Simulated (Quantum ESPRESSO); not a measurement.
# Projected density of states of magnetic MnCO3 (Rhodochrosite)

Where do the states of the two spins of MnCO3 (Rhodochrosite) lie?

Program: Quantum ESPRESSO 7.5. Level of theory: PBEsol with U = 4 eV on Mn d (ortho-atomic projectors); plane waves with GBRV 1.5 PBEsol potentials, no spin-orbit coupling. Results are calculated unless marked as measured.

## 1. The starting structure

It takes space group R-3c (No. 167, trigonal). The conventional cell has a = 4.773 Å, b = 4.773 Å, c = 15.642 Å, α = 90.00°, β = 90.00°, γ = 120.00°. Mn has 6 O at 2.19 Å nearest. Nearest to C lie 3 O at 1.29 Å. Nearest to O lie 1 C at 1.29 Å and 2 Mn at 2.19 Å. Farther neighbours and most contacts between anions are not listed.

The cell comes from the Crystallography Open Database.

## 2. Ground-state run

This state came out lowest in a comparison of starts that is told elsewhere.

pw.in

```
&CONTROL
  calculation = 'scf'
  prefix = 'pwscf'
  outdir = './tmp'
  pseudo_dir = './pseudo'
  disk_io = 'low'
/
&SYSTEM
  ibrav = 0
  celldm(1) = 8
  nat = 10
  ntyp = 4
  ecutwfc = 40
  ecutrho = 280
  nbnd = 54
  occupations = 'smearing'
  smearing = 'fd'
  degauss = 0.00367493
  nspin = 2
  starting_magnetization(1) = 0.3
  starting_magnetization(2) = -0.3
  starting_magnetization(3) = 0
  starting_magnetization(4) = 0
/
&ELECTRONS
  conv_thr = 2d-08
  electron_maxstep = 150
  mixing_beta = 0.3
/
ATOMIC_SPECIES
Mn1    54.9380 mn_pbesol_v1.5.uspp.F.UPF
Mn2    54.9380 mn_pbesol_v1.5.uspp.F.UPF
C      12.0110 c_pbesol_v1.2.uspp.F.UPF
O      15.9990 o_pbesol_v1.2.uspp.F.UPF
CELL_PARAMETERS alat
   0.5637289245524    0.3254690463354    1.2316290017248
  -0.5637289245524    0.3254690463354    1.2316290017248
   0.0000000000000   -0.6509380926707    1.2316290017248
ATOMIC_POSITIONS crystal
Mn1     0.0000000000    0.0000000000    0.0000000000
Mn2     0.5000000000    0.5000000000    0.5000000000
C       0.2500000000    0.2500000000    0.2500000000
C       0.7500000000    0.7500000000    0.7500000000
O       0.5195000000    0.9805000000    0.2500000000
O       0.2500000000    0.5195000000    0.9805000000
O       0.9805000000    0.2500000000    0.5195000000
O       0.4805000000    0.0195000000    0.7500000000
O       0.7500000000    0.4805000000    0.0195000000
O       0.0195000000    0.7500000000    0.4805000000
K_POINTS automatic
6 6 6 0 0 0
HUBBARD {ortho-atomic}
U Mn1-3d 4.0000
U Mn2-3d 4.0000
```

Launch:

```console
$ OMP_NUM_THREADS=1 mpirun -n 4 pw.x -nk 4 -in pw.in > pw.out
```

Log:

```text
Program PWSCF v.7.5 starts

     Message from routine setup:
     using ibrav=0 with symmetry is DISCOURAGED, use correct ibrav instead

     K-points division:     npool     =       4
     Subspace diagonalization in iterative solution of the eigenvalue problem:

     bravais-lattice index     =            0
     lattice parameter (alat)  =       8.0000  a.u.
     unit-cell volume          =     694.1944 (a.u.)^3
     number of atoms/cell      =           10
     number of atomic types    =            4
     number of electrons       =        74.00
     number of Kohn-Sham states=           54
     kinetic-energy cutoff     =      40.0000  Ry
     charge density cutoff     =     280.0000  Ry
     scf convergence threshold =      2.0E-08
     mixing beta               =       0.3000
     number of iterations used =            8  plain     mixing
     Exchange-correlation= SLA  PW   PSX  PSC
                           (   1   4  10   8   0   0   0)
     Hubbard projectors: ortho-atomic
     Hubbard parameters of DFT+U (Dudarev formulation) in eV:
     U(Mn1-3d) =  4.0000
     U(Mn2-3d) =  4.0000

     Internal variables: lda_plus_u =T, lda_plus_u_kind = 0

     Internal variables: orbital_resolved =F, hub_pot_fix =F, apply_U = F

     celldm(1)=   8.000000  celldm(2)=   0.000000  celldm(3)=   0.000000
     celldm(4)=   0.000000  celldm(5)=   0.000000  celldm(6)=   0.000000

     crystal axes: (cart. coord. in units of alat)
               a(1) = (   0.563729   0.325469   1.231629 )
               a(2) = (  -0.563729   0.325469   1.231629 )
               a(3) = (   0.000000  -0.650938   1.231629 )

     reciprocal axes: (cart. coord. in units 2 pi/alat)
               b(1) = (  0.886951  0.512081  0.270644 )
               b(2) = ( -0.886951  0.512081  0.270644 )
               b(3) = (  0.000000 -1.024163  0.270644 )

     PseudoPot. # 1 for Mn read from file:
     mn_pbesol_v1.5.uspp.F.UPF
     Pseudo is Ultrasoft + core correction, Zval = 15.0

     PseudoPot. # 2 for Mn read from file:
     mn_pbesol_v1.5.uspp.F.UPF
     Pseudo is Ultrasoft + core correction, Zval = 15.0

     PseudoPot. # 3 for C  read from file:
     c_pbesol_v1.2.uspp.F.UPF
     Pseudo is Ultrasoft + core correction, Zval =  4.0

     PseudoPot. # 4 for O  read from file:
     o_pbesol_v1.2.uspp.F.UPF
     Pseudo is Ultrasoft + core correction, Zval =  6.0

     atomic species   valence    mass     pseudopotential
     Mn1              15.00    54.93800     Mn( 1.00)
     Mn2              15.00    54.93800     Mn( 1.00)
     C                 4.00    12.01100     C ( 1.00)
     O                 6.00    15.99900     O ( 1.00)

     Starting magnetic structure
     atomic species   magnetization
     Mn1             0.300
     Mn2            -0.300
     C               0.000
     O               0.000

      6 Sym. Ops., with inversion, found

   Cartesian axes

     site n.     atom                  positions (alat units)
         1        Mn1    tau(   1) = (   0.0000000   0.0000000   0.0000000  )
         2        Mn2    tau(   2) = (   0.0000000   0.0000000   1.8474435  )
         3        C      tau(   3) = (   0.0000000   0.0000000   0.9237218  )
         4        C      tau(   4) = (   0.0000000   0.0000000   2.7711653  )
         5        O      tau(   5) = (  -0.2598790   0.3254690   2.1553508  )
         6        O      tau(   6) = (  -0.1519249  -0.3877964   2.1553508  )
         7        O      tau(   7) = (   0.4118040   0.0623273   2.1553508  )
         8        O      tau(   8) = (   0.2598790  -0.3254690   1.5395363  )
         9        O      tau(   9) = (   0.1519249   0.3877964   1.5395363  )
        10        O      tau(  10) = (  -0.4118040  -0.0623273   1.5395363  )

     number of k points=    40  Fermi-Dirac smearing, width (Ry)=  0.0037
                       cart. coord. in units 2pi/alat
        k(    1) = (   0.0000000   0.0000000   0.0000000), wk =   0.0046296
        k(    2) = (   0.0000000  -0.1706938   0.0451074), wk =   0.0277778
        k(    3) = (   0.0000000  -0.3413876   0.0902148), wk =   0.0277778
        k(    4) = (   0.0000000   0.5120815  -0.1353221), wk =   0.0138889
        k(    5) = (  -0.1478252  -0.0853469   0.0902148), wk =   0.0277778
        [... 35 further k-points ...]

     Dense  grid:    54851 G-vectors     FFT dimensions: (  60,  60,  60)

     Smooth grid:    23739 G-vectors     FFT dimensions: (  45,  45,  45)

     Check: negative core charge=   -0.000031
     Generating pointlists ...
     new r_m :   0.2137 (alat units)  1.7092 (a.u.) for type    1
     new r_m :   0.2137 (alat units)  1.7092 (a.u.) for type    2
     new r_m :   0.1253 (alat units)  1.0027 (a.u.) for type    3
     new r_m :   0.1253 (alat units)  1.0027 (a.u.) for type    4

     Initial potential from superposition of free atoms

     starting charge      72.9998, renormalised to      74.0000

     STARTING HUBBARD OCCUPATIONS:

     =================== HUBBARD OCCUPATIONS ===================
     ------------------------ ATOM    1 ------------------------
     Tr[ns(  1)] (up, down, total) =   5.00000  0.00000  5.00000
     Atomic magnetic moment for atom   1 =   5.00000
     [... lines left out ...]
     ------------------------ ATOM    2 ------------------------
     Tr[ns(  2)] (up, down, total) =   0.00000  5.00000  5.00000
     Atomic magnetic moment for atom   2 =  -5.00000
     [... lines left out ...]
     Number of occupied Hubbard levels =   10.0000

     Atomic wfc used for Hubbard projectors are orthogonalized

     Starting wfcs are   58 randomized atomic wfcs

     Self-consistent Calculation

     iteration #  1     ecut=    40.00 Ry     beta= 0.30
     Davidson diagonalization with overlap
     ethr =  1.00E-02,  avg # of iterations =  3.8

     =================== HUBBARD OCCUPATIONS ===================
     ------------------------ ATOM    1 ------------------------
     Tr[ns(  1)] (up, down, total) =   4.95634  0.13232  5.08865
     Atomic magnetic moment for atom   1 =   4.82402
     [... lines left out ...]
     ------------------------ ATOM    2 ------------------------
     Tr[ns(  2)] (up, down, total) =   0.13232  4.95630  5.08862
     Atomic magnetic moment for atom   2 =  -4.82398
     [... lines left out ...]
     Number of occupied Hubbard levels =   10.1773

     total energy              =    -638.39909966 Ry
     estimated scf accuracy    <       1.20784191 Ry

     total magnetization       =     0.00 Bohr mag/cell
     absolute magnetization    =     9.74 Bohr mag/cell

     iteration #  2     ecut=    40.00 Ry     beta= 0.30
     Davidson diagonalization with overlap
     ethr =  1.63E-03,  avg # of iterations =  2.0

     total energy              =    -638.56023246 Ry
     estimated scf accuracy    <       0.10279239 Ry

     total magnetization       =    -0.00 Bohr mag/cell
     absolute magnetization    =     9.71 Bohr mag/cell

     [... further iterations left out ...]

     iteration #  9     ecut=    40.00 Ry     beta= 0.30
     Davidson diagonalization with overlap
     ethr =  1.95E-09,  avg # of iterations =  2.0

     negative rho (up, down):  4.035E-04 4.035E-04

     total energy              =    -638.57685841 Ry
     estimated scf accuracy    <       0.00000013 Ry

     total magnetization       =    -0.00 Bohr mag/cell
     absolute magnetization    =     9.74 Bohr mag/cell

     iteration # 10     ecut=    40.00 Ry     beta= 0.30
     Davidson diagonalization with overlap
     ethr =  1.80E-10,  avg # of iterations =  2.0

     negative rho (up, down):  4.033E-04 4.033E-04

     Magnetic moment per site  (integrated on atomic sphere of radius R)
     atom   1 (R=0.214)  charge= 12.4847  magn=  4.2754
     atom   2 (R=0.214)  charge= 12.4847  magn= -4.2754
     atom   3 (R=0.125)  charge=  1.3002  magn=  0.0000
     atom   4 (R=0.125)  charge=  1.3002  magn=  0.0000
     atom   5 (R=0.125)  charge=  3.3024  magn=  0.0000
     atom   6 (R=0.125)  charge=  3.3024  magn=  0.0000
     atom   7 (R=0.125)  charge=  3.3024  magn=  0.0000
     atom   8 (R=0.125)  charge=  3.3024  magn=  0.0000
     atom   9 (R=0.125)  charge=  3.3024  magn=  0.0000
     atom  10 (R=0.125)  charge=  3.3024  magn=  0.0000

     End of self-consistent calculation

     =================== HUBBARD OCCUPATIONS ===================
     ------------------------ ATOM    1 ------------------------
     Tr[ns(  1)] (up, down, total) =   4.97609  0.21350  5.18960
     Atomic magnetic moment for atom   1 =   4.76259
     [... lines left out ...]
     ------------------------ ATOM    2 ------------------------
     Tr[ns(  2)] (up, down, total) =   0.21350  4.97609  5.18960
     Atomic magnetic moment for atom   2 =  -4.76259
     [... lines left out ...]
     Number of occupied Hubbard levels =   10.3792

     [... lines left out ...]
     the Fermi energy is     9.6883 ev

!    total energy              =    -638.57685871 Ry
     estimated scf accuracy    <       0.00000002 Ry
     smearing contrib. (-TS)   =      -0.00000000 Ry
     internal energy E=F+TS    =    -638.57685871 Ry

     The total energy is F=E-TS. E is the sum of the following terms:
     one-electron contribution =    -328.45449759 Ry
     hartree contribution      =     199.18671643 Ry
     xc contribution           =    -103.67034893 Ry
     ewald contribution        =    -405.70434535 Ry
     Hubbard energy            =       0.06561674 Ry

     total magnetization       =     0.00 Bohr mag/cell
     absolute magnetization    =     9.74 Bohr mag/cell

     convergence has been achieved in  10 iterations

=------------------------------------------------------------------------------=
   JOB DONE.
=------------------------------------------------------------------------------=
```

It took 79 s on 4 MPI ranks of Arm Neoverse V2, shared host; peak memory 0.84 GiB; 5.2 min of CPU time.

Spin moment in the atom's sphere by atom:

```
atom  spin moment in the atom's sphere (μB)
 Mn1                                   4.28
 Mn2                                  -4.28
  C3                                   0.00
  C4                                   0.00
  O5                                   0.00
  O6                                   0.00
  O7                                   0.00
  O8                                   0.00
  O9                                   0.00
 O10                                   0.00
```

Read from the output:

| Item | Value |
| --- | --- |
| smearing term TS | 1.73e-13 eV |
| magnetization | 0 μB |
| absolute magnetization | 9.74 μB |
| final state | antiferromagnetic |

(Part 1 of 2 ends here.)

[Logs and program files are shortened in this print: banners, set-up blocks, solver, clock and traceback lines can be left out without a mark of their own.]

[Logs are printed without paths, hosts, clocks, repeated set-up lines and the standing remarks that a program may print on its own settings, such as how far it seeks lower states.]

[Hosts, paths, dates, database ids (printed as entryN), source tags and the programs' standing remarks are cut or masked in the printed files.]

[Where a cell is said to come from a database of computed structures, the database is the Materials Project.]
